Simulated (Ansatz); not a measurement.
## Hf2CF2 monolayer: phonons and vibrational spectra

Wanted: phonon frequencies of Hf2CF2 monolayer and what follows from them.

Main program and level: Ansatz 0.2.0; DFT PBEsol, scalar-relativistic, plane waves, PAW; PAW set soft_1.

Report form: the programs' logs are mostly left out.

## 1. Starting point

The cell holds 5 atoms: 1 C, 2 Hf and 2 F. Its edges and angles: a = 3.260 Å, b = 3.260 Å, c = 20.000 Å, α = 90.0°, β = 90.0°, γ = 120.0°. Vacuum lies along c.

## 2. Rough relaxation

A rough relaxation comes first, because large forces or stress need no tight tolerances yet.

The program solves this slab on a cell height of its own, 33.2 Å, in place of the one typed.

input.yaml

```yaml
crystal:
  lattice:
    - [3.26, 0.0, 0.0]
    - [-1.63, 2.82324, 0.0]
    - [0.0, 0.0, 20.0]
  atoms:
    - { symbol: C, position: [0.0, 0.0, 0.5] }
    - { symbol: Hf, position: [0.333333, 0.666667, 0.56] }
    - { symbol: Hf, position: [0.666667, 0.333333, 0.44] }
    - { symbol: F, position: [0.666667, 0.333333, 0.6175] }
    - { symbol: F, position: [0.333333, 0.666667, 0.3825] }
  periodic: [true, true, false]
kpoints:
  mp_grid: { grid: [9, 9, 1] }
hamiltonian:
  xc: pbesol
  pseudopotentials: { kind: paw, azcp: { folder: soft_1 }, xc_functional: pbe }
scf:
  occupations: { method: gaussian, width: 0.1 }
output:
  forces: true
  stress: true
  eigenvalues: true
relax:
  adjacent_minimum: "off"
  f_tol: 0.05
  max_steps: 80
  cell: { stress_2d_tol: 0.02 }
```

Started as:

```
$ ansatz run input.yaml --threads 4 --pin off --max-ram 16384MiB --backend cpu --events-out ev --progress --plain --runs-dir out
```

Elapsed: 24 s, on 4 threads of Arm Neoverse V2, shared host; peak memory 0.76 GiB; 85 s of CPU time.

Relaxation path:

```
step  energy less that of the first step (eV)  largest force component (eV/Å)  volume (Å³)
   1                                   0.0000                          1.8383       305.56
   2                                  -0.3303                          0.1404       298.80
   3                                  -0.3326                          0.0642       301.90
   4                                  -0.3329                          0.0936       301.41
   5                                  -0.3332                          0.0006       301.32
  6*                                  -0.3315                          0.0004       301.32
   7                                  -0.3315                          0.0001       301.22
  8*                                  -0.3315                          0.0001       301.22
```

Relaxation steps marked * repeat the geometry before them on a plane-wave basis chosen anew for their cell, so energy and pressure can jump there.

Forces are held to the 12 operations that the run works with; a distortion that breaks them can't arise in this run.

```
cell as run  before  after  change
      a (Å)   3.260  3.237  -0.7 %
      b (Å)   3.260  3.237  -0.7 %
```

The atoms that moved most (Å, along periodic axes as changes of fractional coordinates times the final cell, across vacuum about the mean position):

```
atom     dx     dy      dz  length
  F5  0.000  0.000  -0.179   0.179
  F4  0.000  0.000   0.179   0.179
 Hf3  0.000  0.000   0.008   0.008
 Hf2  0.000  0.000  -0.008   0.008
```

The relaxed structure:

```cif
data_structure
_symmetry_space_group_name_H-M 'P 1'
_symmetry_Int_Tables_number 1
_cell_length_a 3.2367
_cell_length_b 3.2367
_cell_length_c 33.2000
_cell_angle_alpha 90.000
_cell_angle_beta 90.000
_cell_angle_gamma 120.000
_cell_volume 301.22
loop_
_atom_site_label
_atom_site_type_symbol
_atom_site_fract_x
_atom_site_fract_y
_atom_site_fract_z
_atom_site_occupancy
C1 C 0.00000 0.00000 0.30120 1
Hf2 Hf 0.33333 0.66667 0.33712 1
Hf3 Hf 0.66667 0.33333 0.26529 1
F4 F 0.66667 0.33333 0.37737 1
F5 F 0.33333 0.66667 0.22504 1
```

This step gave:

| Quantity | Value |
| --- | --- |
| gap on the k-mesh | 0 eV |
| area per atom | 1.815 Å² |

The relaxation ends with a largest force component of 7.3e-5 eV/Å.

## 3. Bringing the structure to rest

The cell and atoms are relaxed, since residual forces and stress would shift the frequencies.

input.yaml

```yaml
crystal:
  lattice:
    - [3.236739203, 0.0, 0.0]
    - [-1.6183696015, 2.8030983752, 0.0]
    - [0.0, 0.0, 33.2]
  atoms:
    - { symbol: C, position: [0.0, 0.0, 0.3012048193] }
    - { symbol: Hf, position: [0.3333333333, 0.6666666667, 0.337119808] }
    - { symbol: Hf, position: [0.6666666667, 0.3333333333, 0.2652898305] }
    - { symbol: F, position: [0.6666666667, 0.3333333333, 0.3773677307] }
    - { symbol: F, position: [0.3333333333, 0.6666666667, 0.2250419079] }
  periodic: [true, true, false]
kpoints:
  mp_grid: { grid: [12, 12, 1] }
hamiltonian:
  xc: pbesol
  pseudopotentials: { kind: paw, azcp: { folder: soft_1 }, xc_functional: pbe }
scf:
  occupations: { method: gaussian, width: 0.1 }
output:
  forces: true
  stress: true
  eigenvalues: true
  write_density: true
  write_potential: true
  elf: true
  volumetric_format: npy
relax:
  adjacent_minimum: "off"
  f_tol: 0.005
  max_steps: 80
  cell: { stress_2d_tol: 0.02 }
```

Elapsed: 26 s, on 4 threads; peak memory 0.79 GiB; 1.7 min of CPU time.

Little changed from the start: no atom moved by 0.005 Å and no cell edge by 0.1 %.

Numbers from this step:

| Item | Value |
| --- | --- |
| area per atom | 1.812 Å² |

Electrostatic potential energy in the ac plane at fractional y = 0.333, with atoms of Hf and F within 0.2 Å of it. With pseudopotentials it is smooth inside the atoms' cores, unlike the true potential.

Ten even steps from '_' (-28 eV) to '@' (0 eV), each cell a mean:
```
@@@@@@@@@@@@@@@@@@@@@@@@@@@@@@@@@@
@@@@@@@@@@@@@@@@@@@@@@@@@@@@@@@@@@
@@@@@@@@@@@@@@@@@@@@@@@@@@@@@@@@@@
@@@@@@@@@@@@@@@@@@@@@@@@@@@@@@@@@@
@@@@@@@@@@@@@@@@@@@@@@@@@@@@@@@@@@
@@@@@@@@@@@@@@@@@@@@@@@@@@@@@@@@@@
@@@@@@@@@@@@@@@@@@@@@@@@@@@@@@@@@@
@@@@@@@@@@@@@@@@@@@@@@@@@@@@@@@@@@
@@@@@@@@@@@@@@@@@@@@@@@@@@@@@@@@@@
@@@@@@@@@@@@@@@@@@@@@@@@@@@@@@@@@@
@@@@@@@@@@@@@@@@@@@@@@@@@@@@@@@@@@
@@@@@@@@@@@@@@@@@@@@@@@@@@@@@@@@@@
@@@@@@@@@@@@@@@@@@@@@@@@@@@@@@@@@@
@@@@@@@@@@@@@@@@@@@@@@@@@@@@@@@@@@
@@@@@@@@@@@@@@@@**==------==++##@@
**++======++**##**++++++++++**##**
##**********########******########
++##%%%%##**==..________________::
%%%%%%%%%%%%%%##****++++++++**####
@@@@@@@@@@@@@@@@@@@@@@@@@@@@@@@@@@
@@@@@@@@@@@@@@@@@@@@@@@@@@@@@@@@@@
@@@@@@@@@@@@@@@@@@@@@@@@@@@@@@@@@@
@@@@@@@@@@@@@@@@@@@@@@@@@@@@@@@@@@
@@@@@@@@@@@@@@@@@@@@@@@@@@@@@@@@@@
```
Columns run along a (3.2 Å; values clipped at the 3rd and 97th percentile), rows up along c (33.2 Å). Atoms in or near the plane, at fractional coordinates: Hf at (0.67, 0.27), F at (0.67, 0.38).

Valence density in the ac plane at fractional y = 0.333, with atoms of Hf and F within 0.2 Å of it. It is the smooth field of the valence electrons, not physical close to the nuclei.

Ten steps, logarithmic in the rise over the least value, from '0' (0 e/Å³) to '9' (27 e/Å³), each cell a mean:
```
00000000000000000
00000000000000000
00000000000000000
00000000000000000
00000000000000000
00000000000000000
00000000000000000
00000000000000000
00000000000000000
00000000000000000
00000000000000000
00000000000000000
00000000000000000
00000000000000000
00000001245665321
11222111234443211
22222211111111111
11111123579998642
11111111112222110
00000000000000000
00000000000000000
00000000000000000
00000000000000000
00000000000000000
```
Columns run along a (3.2 Å), rows up along c (33.2 Å). Atoms in or near the plane, at fractional coordinates: Hf at (0.67, 0.27), F at (0.67, 0.38).

ELF in the ac plane at fractional y = 0.333, with atoms of Hf and F within 0.2 Å of it. It is the smooth field of the valence electrons, not physical close to the nuclei.

Ten even steps from '_' (0.00) to '@' (0.81), each cell a mean:
```
__________________________________
__________________________________
__________________________________
__________________________________
__________________________________
__________________________________
__________________________________
__________________________________
__________________________________
__________________________________
__________________________________
__________________________________
__________________________________
____________________......________
::________..--**##%%%%%%%%%%%%##++
..::::::::....::--++++++++++==--::
==++++++++++==------------------==
::::--==--::::==##@@@@@@@@@@%%**--
::==++++==--::......::::::::......
__..........______________________
__________________________________
__________________________________
__________________________________
__________________________________
```
Columns run along a (3.2 Å), rows up along c (33.2 Å). Atoms in or near the plane, at fractional coordinates: Hf at (0.67, 0.27), F at (0.67, 0.38).

## 4. Tight relaxation

Phonons need a cell at rest on their own settings, so the relaxation is repeated with tight tolerances on forces and stress on the k mesh and occupations of the first response run.

input.yaml, the sections that differ from step 3:

```yaml
crystal:
  lattice:
    - [3.2344674609, 0.0, 0.0]
    - [-1.6172337304, 2.8011309888, 0.0]
    - [0.0, 0.0, 33.2]
  atoms:
    - { symbol: C, position: [0.0, 0.0, 0.3012048193] }
    - { symbol: Hf, position: [0.3333333333, 0.6666666667, 0.3372702593] }
    - { symbol: Hf, position: [0.6666666667, 0.3333333333, 0.2651393792] }
    - { symbol: F, position: [0.6666666667, 0.3333333333, 0.3773859952] }
    - { symbol: F, position: [0.3333333333, 0.6666666667, 0.2250236434] }
  periodic: [true, true, false]
scf:
  occupations: { method: methfessel_paxton, width: 0.2 }
relax:
  adjacent_minimum: "off"
  f_tol: 0.001
  max_steps: 60
  cell: { stress_2d_tol: 0.002 }
# kpoints, hamiltonian, output: as in step 3
```

It took 23 s on 4 threads; peak memory 0.8 GiB.

Little changed from the start: no atom moved by 0.005 Å and no cell edge by 0.1 %.

Valence density in the ac plane at fractional y = 0.333, with atoms of Hf and F within 0.2 Å of it. It is the smooth field of the valence electrons, not physical close to the nuclei.

Ten steps, logarithmic in the rise over the least value, from '_' (0 e/Å³) to '@' (27 e/Å³), each cell a mean:
```
__________________________________
__________________________________
__________________________________
__________________________________
__________________________________
__________________________________
__________________________________
__________________________________
__________________________________
__________________________________
__________________________________
__________________________________
__________________________________
__________________________________
______________..::==++****++--::..
....::::::......::--======--::....
::::::::::::......................
............::--++##@@@@@@%%**==::
....................::::::::....__
__________________________________
__________________________________
__________________________________
__________________________________
__________________________________
```
Columns run along a (3.2 Å), rows up along c (33.2 Å). Atoms in or near the plane, at fractional coordinates: Hf at (0.67, 0.27), F at (0.67, 0.38).

Electrostatic potential energy in the ac plane at fractional y = 0.333, with atoms of Hf and F within 0.2 Å of it. With pseudopotentials it is smooth inside the atoms' cores, unlike the true potential.

Values in eV, 24 rows by 14 columns, each cell a mean:
```
  0   0   0   0   0   0   0   0   0   0   0   0   0   0
  0   0   0   0   0   0   0   0   0   0   0   0   0   0
  0   0   0   0   0   0   0   0   0   0   0   0   0   0
  0   0   0   0   0   0   0   0   0   0   0   0   0   0
  0   0   0   0   0   0   0   0   0   0   0   0   0   0
  0   0   0   0   0   0   0   0   0   0   0   0   0   0
  0   0   0   0   0   0   0   0   0   0   0   0   0   0
  0   0   0   0   0   0   0   0   0   0   0   0   0   0
  0   0   0   0   0   0   0   0   0   0   0   0   0   0
  0   0   0   0   0   0   0   0   0   0   0   0   0   0
  0   0   0   0   0   0   0   0   0   0   0   0   0   0
  0   0   0   0   0   0   0   0   0   0   0   0   0   0
  0   0   0   0   0   0   0   0   0   0   0   0   0   0
  0   0   0   0   0   0   0   0   0   0   0   0   0   0
 -2  -2  -2  -2  -2  -2  -5 -13 -17 -18 -18 -15  -9  -2
-12 -14 -16 -16 -13 -10  -8 -10 -13 -13 -13 -12  -9  -8
 -8 -10 -11 -10  -9  -7  -7  -8  -8  -9  -9  -8  -7  -7
-11  -7  -5  -6  -9 -17 -25 -28 -28 -27 -27 -28 -27 -22
 -4  -3  -3  -3  -4  -5  -8 -10 -12 -13 -13 -11  -9  -6
  0   0   0   0   0   0   0   0  -1  -1  -1  -1   0   0
  0   0   0   0   0   0   0   0   0   0   0   0   0   0
  0   0   0   0   0   0   0   0   0   0   0   0   0   0
  0   0   0   0   0   0   0   0   0   0   0   0   0   0
  0   0   0   0   0   0   0   0   0   0   0   0   0   0
```
Columns run along a (3.2 Å; values clipped at the 3rd and 97th percentile), rows up along c (33.2 Å). Atoms in or near the plane, at fractional coordinates: Hf at (0.67, 0.27), F at (0.67, 0.38).

ELF in the ac plane at fractional y = 0.333, with atoms of Hf and F within 0.2 Å of it. It is the smooth field of the valence electrons, not physical close to the nuclei.

Ten even steps from '_' (0.00) to '@' (0.81), each cell a mean:
```
__________________________________
__________________________________
__________________________________
__________________________________
__________________________________
__________________________________
__________________________________
__________________________________
__________________________________
__________________________________
__________________________________
__________________________________
__________________________________
____________________......________
::________..--**##%%%%%%%%%%%%##++
..::::::::....::--++++++++++==--::
==++++++++++==------------------==
::::--==--::::==##@@@@@@@@@@%%**--
::==++++==--::......::::::::......
__..........______________________
__________________________________
__________________________________
__________________________________
__________________________________
```
Columns run along a (3.2 Å), rows up along c (33.2 Å). Atoms in or near the plane, at fractional coordinates: Hf at (0.67, 0.27), F at (0.67, 0.38).

The largest force component left is 0.60 meV/Å, within the tolerances set.

## 5. Zone-centre response

The zone centre comes first: it holds the modes that light can see, as far as symmetry allows. No field response is asked, since the mesh shows no gap.

input.yaml, the sections that differ from step 4:

```yaml
crystal:
  lattice:
    - [3.234635814, 0.0, 0.0]
    - [-1.617317907, 2.801276787, 0.0]
    - [0.0, 0.0, 33.2]
  atoms:
    - { symbol: C, position: [0.0, 0.0, 0.3012048193] }
    - { symbol: Hf, position: [0.3333333333, 0.6666666667, 0.3372488151] }
    - { symbol: Hf, position: [0.6666666667, 0.3333333333, 0.2651608235] }
    - { symbol: F, position: [0.6666666667, 0.3333333333, 0.3773774124] }
    - { symbol: F, position: [0.3333333333, 0.6666666667, 0.2250322262] }
  periodic: [true, true, false]
output:
  eigenvalues: true
phonons:
  method: dfpt
# kpoints, hamiltonian, scf: as in step 4
# relax: removed
```

Wall time 2.9 min (4 threads); peak memory 2 GiB.

Numbers from this step:

- sum-rule residual before enforcement: 2.14e-5 eV/Å²
- point group: -3m
- highest optical mode at the zone centre (no LO-TO term): 686.2 cm⁻¹
- lowest optical zone-centre mode: 133.6 cm⁻¹

Patterns of degenerate modes are one choice out of their space. Modes at Γ, with each element's share of the kinetic energy:

```
mode  frequency (cm⁻¹)  symmetry  C %  Hf %  F %
   1               0.0  acoustic    3    88    9
   2               0.0  acoustic    3    88    9
   3               0.0  acoustic    3    88    9
   4             133.6        Eg    0    95    5
   5             133.6        Eg    0    95    5
   6             188.7       A1g    0    87   13
   7             210.3        Eg    0     5   95
   8             210.3        Eg    0     5   95
   9             223.2        Eu    0     9   91
  10             223.2        Eu    0     9   91
  11             396.0       A2u    1     9   90
  12             396.2       A1g    0    13   87
  13             617.3       A2u   96     4    0
  14             686.2        Eu   97     3    0
  15             686.2        Eu   97     3    0
```

Displacements in mode 4 (133.6 cm⁻¹), the largest set to 1:
```
C1   0.00  0.00  0.00
Hf2  0.38  1.00  0.00
Hf3 -0.38 -1.00  0.00
F4   0.26  0.67  0.00
F5  -0.26 -0.67  0.00
```

Displacements in mode 13 (617.3 cm⁻¹), the largest set to 1:
```
C1   0.00  0.00  1.00
Hf2  0.00  0.00 -0.04
Hf3  0.00  0.00 -0.04
F4   0.00  0.00  0.02
F5   0.00  0.00  0.02
```

Before it was imposed, the acoustic sum rule was missed by 2.1e-5 eV/Å². Small misses are needed for a sound result but don't prove that mesh and cutoff are converged. The lowest optical mode is real, 134 cm⁻¹.

(Part 1 of 2 ends here.)

[Logs are printed without paths, hosts, clocks, repeated set-up lines and the standing remarks that a program may print on its own settings, such as how far it seeks lower states.]

[Hosts, paths, dates, database ids (printed as entryN), source tags and the programs' standing remarks are cut or masked in the printed files.]
